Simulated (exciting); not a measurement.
# CdS (Greenockite): the Cd L₃ edge from the Bethe–Salpeter equation, part 2 of 3

Aim: the Cd L₃ absorption edge of CdS (Greenockite) with the electron–hole interaction treated explicitly, and what each term of the kernel does.

exciting sodium; X-ray absorption, core-level Bethe-Salpeter equation, exchange and statically screened direct term, Tamm-Dancoff, all-electron LAPW+lo PBE.

So far. Step 3 (A richer basis for the empty states): Against the first ground state the total energy moves by -9 meV an atom and the gap by -0.01 eV.

The database entry behind the starting cell differs from later determinations by our own check (about 0.35 % long), so it need not match the best structure at ambient conditions.

## (4) Screening, kernels and BSE for Cd atom 1

The absorber has 4 S at 2.53 Å (tetrahedral, site symmetry 3m).

input.xml reads:

```
<input>
  <title>CdS</title>
  <structure speciespath="." autormt="false" epslat="1.0e-5">
    <crystal>
      <basevect>7.8423634158 0.0000000000 0.0000000000</basevect>
      <basevect>-3.9211817079 6.7916859437 0.0000000000</basevect>
      <basevect>0.0000000000 0.0000000000 12.7310848993</basevect>
    </crystal>
    <species speciesfile="Cd.xml" rmt="2.300">
      <atom coord="0.6666666667 0.3333333333 0.5000000000"/>
      <atom coord="0.3333333333 0.6666666667 0.0000000000"/>
    </species>
    <species speciesfile="S.xml" rmt="2.300">
      <atom coord="0.6666666667 0.3333333333 0.8750000000"/>
      <atom coord="0.3333333333 0.6666666667 0.3750000000"/>
    </species>
  </structure>
  <groundstate do="skip" xctype="GGA_PBE" ngridk="4 4 2" rgkmax="7" gmaxvr="14" nempty="8" swidth="0.001" maxscl="100" epsengy="1e-5"/>
  <xs xstype="BSE" ngridk="4 4 2" ngridq="4 4 2" vkloff="0.097 0.273 0.493" rgkmax="7" nempty="39" gqmax="3" lmaxapwwf="5" lmaxemat="3" broad="0.04594" tevout="true">
    <energywindow intv="126.972 128.589" points="440"/>
    <screening screentype="full" nempty="65"/>
    <BSE xas="true" xasspecies="1" xasatom="1" xasedge="L3" bsetype="singlet" nstlxas="1 35"/>
    <qpointset>
      <qpoint>0 0 0</qpoint>
    </qpointset>
    <plan>
      <doonly task="xsgeneigvec"/>
      <doonly task="writepmatxs"/>
      <doonly task="scrgeneigvec"/>
      <doonly task="scrwritepmat"/>
      <doonly task="screen"/>
      <doonly task="scrcoulint"/>
    </plan>
  </xs>
</input>
```

input.xml for the exchange start (cutoff and plan only) reads:

```
  gqmax="2"
  <plan>
    <doonly task="exccoulint"/>
  </plan>
```

input.xml for the last start (plan only) reads:

```
  <plan>
    <doonly task="bse"/>
  </plan>
```

Launch:

```sh
OMP_NUM_THREADS=1 mpirun -n 4 exciting
OMP_NUM_THREADS=1 mpirun -n 4 exciting
OMP_NUM_THREADS=4 exciting
```

Numbers of over 12 decimals in the logs are rounded to 6 here.

Output:

```text
| EXCITING SODIUM started for task xsgeneigvec ( 301)                          =
One-shot GS runs for BSE calculations
One-shot GS runs for k+qmt/2 grids
Info(xsgeneigvec): Generating eigenvectors for Q-point      1
Info(xsgeneigvec): Generation of eigenvectors finished
| EXCITING SODIUM started for task writepmatxs ( 320)                          =
Info(writepmatxs): Momentum matrix elements finished
| EXCITING SODIUM started for task scrgeneigvec ( 401)                         =
One-shot GS runs for BSE calculations
One-shot GS runs for k+qmt/2 grids
Info(xsgeneigvec): Generating eigenvectors for Q-point      1
Using screening GS parameters.
Info(xsgeneigvec): Generation of eigenvectors finished
| EXCITING SODIUM started for task scrwritepmat ( 420)                         =
Info(writepmatxs): Momentum matrix elements finished
Info(scrwritepmat): Momentum matrix elements for screening finished
| EXCITING SODIUM started for task screen ( 430)                               =
Info(screenlauncher): Calculating screening for unshifted q-grid.
Info(screenlauncher): Number of q points:       8
Info(screenlauncher): lowest (partially)  unoccupied state:     25
Info(screenlauncher): highest (partially) occupied state  :     24
Info(screenlauncher): number of occupied states considered:   24
Info(screenlauncher): number of unoccupied states considered:   66
Info(screenlauncher): Starting loop over q-points
Info(screenlauncher): Screening for unshifted q-grid finished
Info(screenlauncher): Screening finished
| EXCITING SODIUM started for task scrcoulint ( 440)                           =
Info(scrcoulintlauncher): Setting up screened Coulomb interaction matrix W.
Info(scrcoulintlauncher): Using momentum transfer vectors from list :   1 to  1
Info(scrcoulintlauncher): Calculating screened Coulomb interaction matrix W
Info(scrcoulintlauncher): Momentum transfer list index: iqmt=  1
Info(scrcoulintlauncher): Momentum transfer: vqmtl=   0.000   0.000   0.000
Info(scrcoulintlauncher): Calculating RR block of W
Info(scrcoulint): Inspecting occupations...
Info(setranges_modxs): Number of non-reduced k-points:       32
Info(setranges_modxs): Number of states considered:       64
Info(setranges_modxs): Number of (partially) occupied states:       30
Info(setranges_modxs): Highest (partially) occupied states:       24
Info(setranges_modxs): Number of (partially) unoccupied states:       40
Info(setranges_modxs): Lowest (partially) unoccupied states:       25
Info(scrcoulint): Selecting transitions...
Info(select_transitions): Inspecting transitions in the  band interval:
  lowest occupied state:   7
  highest occupied state:  10
  lowest unoccupied state:  25
  highest unoccupied state:  59
  Opening gap with a scissor of:      0.000/H      0.000/eV
Info(select_transitions): Number of participating transitions:    4480
Info(scrcoulint): Size of file SCCLI will be about     0.154209 GB
Info(scrcoulint): Using q-grid
Info(scrcoulint): Number of reduced q-points:      8
Info(scrcoulint): Number of non-reduced q-points:     32
Info(scrcoulint): Calculating W(G1,G2,qr) fourier coefficients
Info(scrcoulint): Calculating W matrix elements
Info(scrcoulintlauncher): Screened coulomb interaction finished for iqmt=   1
| EXCITING SODIUM started for task exccoulint ( 441)                           =
Info(exccoulintlauncher): Setting up exchange interaction matrix V.
Info(exccoulintlauncher): Using momentum transfer vectors from list :   1 to  1
Info(exccoulintlauncher):Calculating exchange interaction matrix V
Info(exccoulintlauncher): Momentum transfer list index: iqmt=  1
Info(exccoulintlauncher): Momentum transfer: vqmtl=   0.000   0.000   0.000
Info(exccoulintlauncher): Calculating RR block of V
Info(exccoulint): Inspecting occupations...
Info(setranges_modxs): Number of non-reduced k-points:       32
Info(setranges_modxs): Number of states considered:       64
Info(setranges_modxs): Number of (partially) occupied states:       30
Info(setranges_modxs): Highest (partially) occupied states:       24
Info(setranges_modxs): Number of (partially) unoccupied states:       40
Info(setranges_modxs): Lowest (partially) unoccupied states:       25
Info(exccoulint): Selecting transitions...
Info(select_transitions): Inspecting transitions in the  band interval:
  lowest occupied state:   7
  highest occupied state:  10
  lowest unoccupied state:  25
  highest unoccupied state:  59
  Opening gap with a scissor of:      0.000/H      0.000/eV
Info(select_transitions): Number of participating transitions:    4480
Info(exccoulint): Size of file EXCLI will be about     0.154209 GB
Info(exccoulint): Generating plane wave matrix elements for momentum transfer iqmt=   1
  Timing (in seconds)	   :     590.903
Info(exccoulint): Generating V matrix elements
Info(exccoulint): Zeroing Coulomb potential at G+qmt index:  1
Info(exccoulintlauncher): Exchange interaction finished for iqmt=   1
| EXCITING SODIUM started for task bse ( 445)                                  =
Info(bselauncher): Init time:    0.631110
Info(bselauncher): Setting up and diagonalizing BSE Hamiltonian.
Info(bselauncher): Using momentum transfer vectors from list :   1 to  1
Info(bselauncher): Distributing qmt-points over   1 processes.
Info(bselauncher): BSE type: singlet
Info(bselauncher): Momentum transfer list index: iqmt=  1
Info(bselauncher): Momentum transfer: vqmtl=   0.000   0.000   0.000
Info(bse): Inspecting occupations...
Info(setranges_modxs): Number of non-reduced k-points:       32
Info(setranges_modxs): Number of states considered:       64
Info(setranges_modxs): Number of (partially) occupied states:       30
Info(setranges_modxs): Highest (partially) occupied states:       24
Info(setranges_modxs): Number of (partially) unoccupied states:       40
Info(setranges_modxs): Lowest (partially) unoccupied states:       25
Info(select_transitions): Inspecting transitions in the  band interval:
  lowest occupied state:   7
  highest occupied state:  10
  lowest unoccupied state:  25
  highest unoccupied state:  59
  Opening gap with a scissor of:      0.000/H      0.000/eV
Info(select_transitions): Number of participating transitions:    4480
Info(bse): Selecting transitions...
Info(bse):bsegap (eV):  3468.197975
Info(bse): Assembling BSE matrix
  RR/RA blocks of global BSE-Hamiltonian:
  Size of the Hamiltonian:    4480
  Number of k-points:      32
  Distributing matrix to   1 processes
  Local matrix shape   4480 x  4480
Info(bse): max local RAM needed for BSE matrices ~     0.299072 GB
Info(setup_bse_block): Setting up RR part of hamiltonian
Info(setup_bse_block): Singlet spin state
Info(bse): Diagonalizing RR Hamiltonian (TDA)
Info(bse): Invoking Lapack routine ZHEEVR
      4480 eigen solutions found in the interval:
         i1=       1 i2=    4480
Info(bse): Writing excition energies and oscillator strengths to text file.
Info(makespectrum_dist): Making spectrum using formula for coupling with time reversed AR basis.
Info(makespectrum_dist): Using formalism for vanishing momentum transfer.
Info(writederived): Writing quantities derived from the macroscopic dielectric function.
Info(bselauncher): Spectrum finished for iqmt=  1
Info(bselauncher): All done for BSE type singlet
```

Run time: 19 min. Hardware: 4 MPI ranks of Intel Xeon at 2.70GHz, shared host.

Wall time by task: xsgeneigvec 5.8 s, writepmatxs 9.8 s, scrgeneigvec 4.4 s, scrwritepmat 7 s, screen 2.6 min, scrcoulint 4.1 min, exccoulint 9.9 min, bse 1.7 min.

The Cd L₃ spectrum of Cd atom 1 (energy from the Kohn–Sham onset, core level to the lowest empty state found on the meshes used, 3467.07 eV; the ground-state mesh sets it, and the shifted mesh has its lowest transition 1.12 eV above it; Im ε scaled to the maximum of the singlet run; cut below the end of the band set):

```
E (eV)  isotropic  ε ⊥ c  ε ∥ c
  -9.0       0.03   0.03   0.03
  -8.5       0.03   0.03   0.03
  -8.0       0.03   0.03   0.03
  -7.5       0.03   0.03   0.03
  -7.0       0.04   0.04   0.04
  -6.5       0.04   0.04   0.04
  -6.0       0.04   0.04   0.04
  -5.5       0.05   0.05   0.05
  -5.0       0.05   0.05   0.05
  -4.5       0.06   0.06   0.06
  -4.0       0.07   0.07   0.07
  -3.5       0.07   0.07   0.07
  -3.0       0.08   0.08   0.08
  -2.5       0.10   0.10   0.10
  -2.0       0.12   0.12   0.12
  -1.5       0.14   0.14   0.14
  -1.0       0.18   0.18   0.18
  -0.5       0.24   0.24   0.24
   0.0       0.31   0.31   0.31
   0.5       0.40   0.40   0.40
   1.0       0.48   0.48   0.48
   1.5       0.57   0.58   0.57
   2.0       0.66   0.67   0.65
   2.5       0.74   0.75   0.73
   3.0       0.81   0.80   0.81
   3.5       0.84   0.83   0.86
   4.0       0.84   0.83   0.85
   4.5       0.82   0.81   0.83
   5.0       0.82   0.81   0.82
   5.5       0.82   0.82   0.81
   6.0       0.81   0.82   0.80
   6.5       0.81   0.82   0.80
   7.0       0.84   0.84   0.83
   7.5       0.89   0.88   0.89
   8.0       0.91   0.91   0.92
   8.5       0.91   0.91   0.91
   9.0       0.91   0.90   0.92
   9.5       0.95   0.94   0.97
  10.0       0.99   0.99   1.01
  10.5       0.99   0.99   0.99
  11.0       0.95   0.95   0.94
  11.5       0.92   0.93   0.90
  12.0       0.91   0.92   0.89
  12.5       0.90   0.91   0.88
  13.0       0.87   0.88   0.86
  13.5       0.85   0.85   0.83
  14.0       0.82   0.83   0.82
  14.5       0.81   0.81   0.81
  15.0       0.81   0.81   0.81
  15.5       0.82   0.82   0.83
  16.0       0.85   0.85   0.87
  16.5       0.88   0.87   0.91
  17.0       0.91   0.89   0.95
  17.5       0.94   0.92   0.97
  18.0       0.96   0.95   0.99
  18.5       0.98   0.97   1.00
  19.0       0.98   0.97   1.00
  19.5       0.96   0.96   0.97
  20.0       0.93   0.93   0.93
  20.5       0.88   0.89   0.88
```

Maxima (height): 3.6 eV (0.85), 10.2 eV (1.00) and 18.8 eV (0.98).

The Hamiltonian has 4480 rows. The lowest groups of eigenvalues and the brightest ones, on the scale above (the program counts from the shifted mesh's onset, 1.12 eV higher). Core spinors bring spin-forbidden partners, so dark means forbidden by spin or by symmetry, and the shifted mesh splits states that symmetry would keep together:

```
energy (eV)  states within 10 meV  relative strength
      0.389                     4               1.00
      0.735                     4              0.041
      0.917                     4               0.43
      1.223                     4              0.040
      1.263                     4               0.10
      1.377                     4              0.074
      3.403                     4               0.62
      3.435                     4               0.61
      3.462                     4               0.81
      7.749                     4               0.65
      8.213                     4               0.64
     10.183                     8               0.61
```

## (5) Independent particles

input.xml, as its differences from that of step 4:

```diff
@@ -21,3 +21,3 @@
     <screening screentype="full" nempty="65"/>
-    <BSE xas="true" xasspecies="1" xasatom="1" xasedge="L3" bsetype="singlet" nstlxas="1 35"/>
+    <BSE xas="true" xasspecies="1" xasatom="1" xasedge="L3" bsetype="IP" nstlxas="1 35"/>
     <qpointset>
@@ -26,8 +26,3 @@
     <plan>
-      <doonly task="xsgeneigvec"/>
-      <doonly task="writepmatxs"/>
-      <doonly task="scrgeneigvec"/>
-      <doonly task="scrwritepmat"/>
-      <doonly task="screen"/>
-      <doonly task="scrcoulint"/>
+      <doonly task="bse"/>
     </plan>
```

Launch:

```sh
OMP_NUM_THREADS=4 exciting
```

Output:

```text
| EXCITING SODIUM started for task bse ( 445)                                  =
Info(bselauncher): Init time:    0.625912
Info(bselauncher): Setting up and diagonalizing BSE Hamiltonian.
Info(bselauncher): Using momentum transfer vectors from list :   1 to  1
Info(bselauncher): Distributing qmt-points over   1 processes.
Info(bselauncher): BSE type: IP
Info(bselauncher): Momentum transfer list index: iqmt=  1
Info(bselauncher): Momentum transfer: vqmtl=   0.000   0.000   0.000
Info(bse): Inspecting occupations...
Info(setranges_modxs): Number of non-reduced k-points:       32
[...]
highest unoccupied state:  59
  Opening gap with a scissor of:      0.000/H      0.000/eV
Info(select_transitions): Number of participating transitions:    4480
Info(bse): Selecting transitions...
Info(bse):bsegap (eV):  3468.197975
Info(bse): IP requested, nothing much to do
Info(bse): Writing excition energies and oscillator strengths to text file.
Info(makespectrum_dist): Making spectrum using formula for coupling with time reversed AR basis.
Info(makespectrum_dist): Using formalism for vanishing momentum transfer.
Info(writederived): Writing quantities derived from the macroscopic dielectric function.
Info(bselauncher): Spectrum finished for iqmt=  1
Info(bselauncher): All done for BSE type IP
```

It took 3 s on 4 threads.

Maxima (height): 13.0 eV (0.91); the curve is highest at the end of the window. The spectrum differs from the singlet run by 21 % r.m.s. Moving the earlier curve by +1.9 eV leaves 13 %. The highest maximum lies at 13.0 eV (0.91), against 10.2 eV (1.00).

## (6) Exchange alone

input.xml, as its differences from that of step 5:

```diff
@@ -21,3 +21,3 @@
     <screening screentype="full" nempty="65"/>
-    <BSE xas="true" xasspecies="1" xasatom="1" xasedge="L3" bsetype="IP" nstlxas="1 35"/>
+    <BSE xas="true" xasspecies="1" xasatom="1" xasedge="L3" bsetype="RPA" nstlxas="1 35"/>
     <qpointset>
```

Launch:

```sh
OMP_NUM_THREADS=4 exciting
```

Output:

```text
| EXCITING SODIUM started for task bse ( 445)                                  =
Info(bselauncher): Init time:    0.637962
Info(bselauncher): Setting up and diagonalizing BSE Hamiltonian.
Info(bselauncher): Using momentum transfer vectors from list :   1 to  1
Info(bselauncher): Distributing qmt-points over   1 processes.
Info(bselauncher): BSE type: RPA
Info(bselauncher): Momentum transfer list index: iqmt=  1
Info(bselauncher): Momentum transfer: vqmtl=   0.000   0.000   0.000
Info(bse): Inspecting occupations...
Info(setranges_modxs): Number of non-reduced k-points:       32
[...]
Info(setup_bse_block): Setting up RR part of hamiltonian
Info(setup_bse_block): Using RPA approximation
Info(bse): Diagonalizing RR Hamiltonian (TDA)
Info(bse): Invoking Lapack routine ZHEEVR
      4480 eigen solutions found in the interval:
         i1=       1 i2=    4480
Info(bse): Writing excition energies and oscillator strengths to text file.
Info(makespectrum_dist): Making spectrum using formula for coupling with time reversed AR basis.
Info(makespectrum_dist): Using formalism for vanishing momentum transfer.
Info(writederived): Writing quantities derived from the macroscopic dielectric function.
Info(bselauncher): Spectrum finished for iqmt=  1
Info(bselauncher): All done for BSE type RPA
```

Elapsed: 96 s, on 4 threads.

Maxima (height): 13.0 eV (0.91); the curve is highest at the end of the window. The spectrum is that of the independent-particle run within 1 %.

## (7) Direct term alone

input.xml, as its differences from that of step 6:

```diff
@@ -21,3 +21,3 @@
     <screening screentype="full" nempty="65"/>
-    <BSE xas="true" xasspecies="1" xasatom="1" xasedge="L3" bsetype="RPA" nstlxas="1 35"/>
+    <BSE xas="true" xasspecies="1" xasatom="1" xasedge="L3" bsetype="triplet" nstlxas="1 35"/>
     <qpointset>
```

Launch:

```sh
OMP_NUM_THREADS=4 exciting
```

Output:

```text
| EXCITING SODIUM started for task bse ( 445)                                  =
Info(bselauncher): Init time:    0.786298
Info(bselauncher): Setting up and diagonalizing BSE Hamiltonian.
Info(bselauncher): Using momentum transfer vectors from list :   1 to  1
Info(bselauncher): Distributing qmt-points over   1 processes.
Info(bselauncher): BSE type: triplet
Info(bselauncher): Momentum transfer list index: iqmt=  1
Info(bselauncher): Momentum transfer: vqmtl=   0.000   0.000   0.000
Info(bse): Inspecting occupations...
[...]
Info(setup_bse_block): Setting up RR part of hamiltonian
Info(setup_bse_block): Triplet spin state
Info(bse): Diagonalizing RR Hamiltonian (TDA)
Info(bse): Invoking Lapack routine ZHEEVR
      4480 eigen solutions found in the interval:
         i1=       1 i2=    4480
Info(bse): Writing excition energies and oscillator strengths to text file.
Info(makespectrum_dist): Making spectrum using formula for coupling with time reversed AR basis.
Info(makespectrum_dist): Using formalism for vanishing momentum transfer.
Info(writederived): Writing quantities derived from the macroscopic dielectric function.
Info(bselauncher): Spectrum finished for iqmt=  1
Info(bselauncher): All done for BSE type triplet
```

Elapsed: 2.1 min, on 4 threads.

Maxima (height): 3.6 eV (0.85), 10.2 eV (1.00) and 18.8 eV (0.98). The spectrum is that of the singlet run within 1 %.

[end of part 2 of 3]

[Banner, clock and machine lines of the logs are left out without a mark of their own.]

[Logs are printed without paths, hosts, clocks, repeated set-up lines and the standing remarks that a program may print on its own settings, such as how far it seeks lower states.]

[Hosts, paths, dates, database ids (printed as entryN), source tags and the programs' standing remarks are cut or masked in the printed files.]
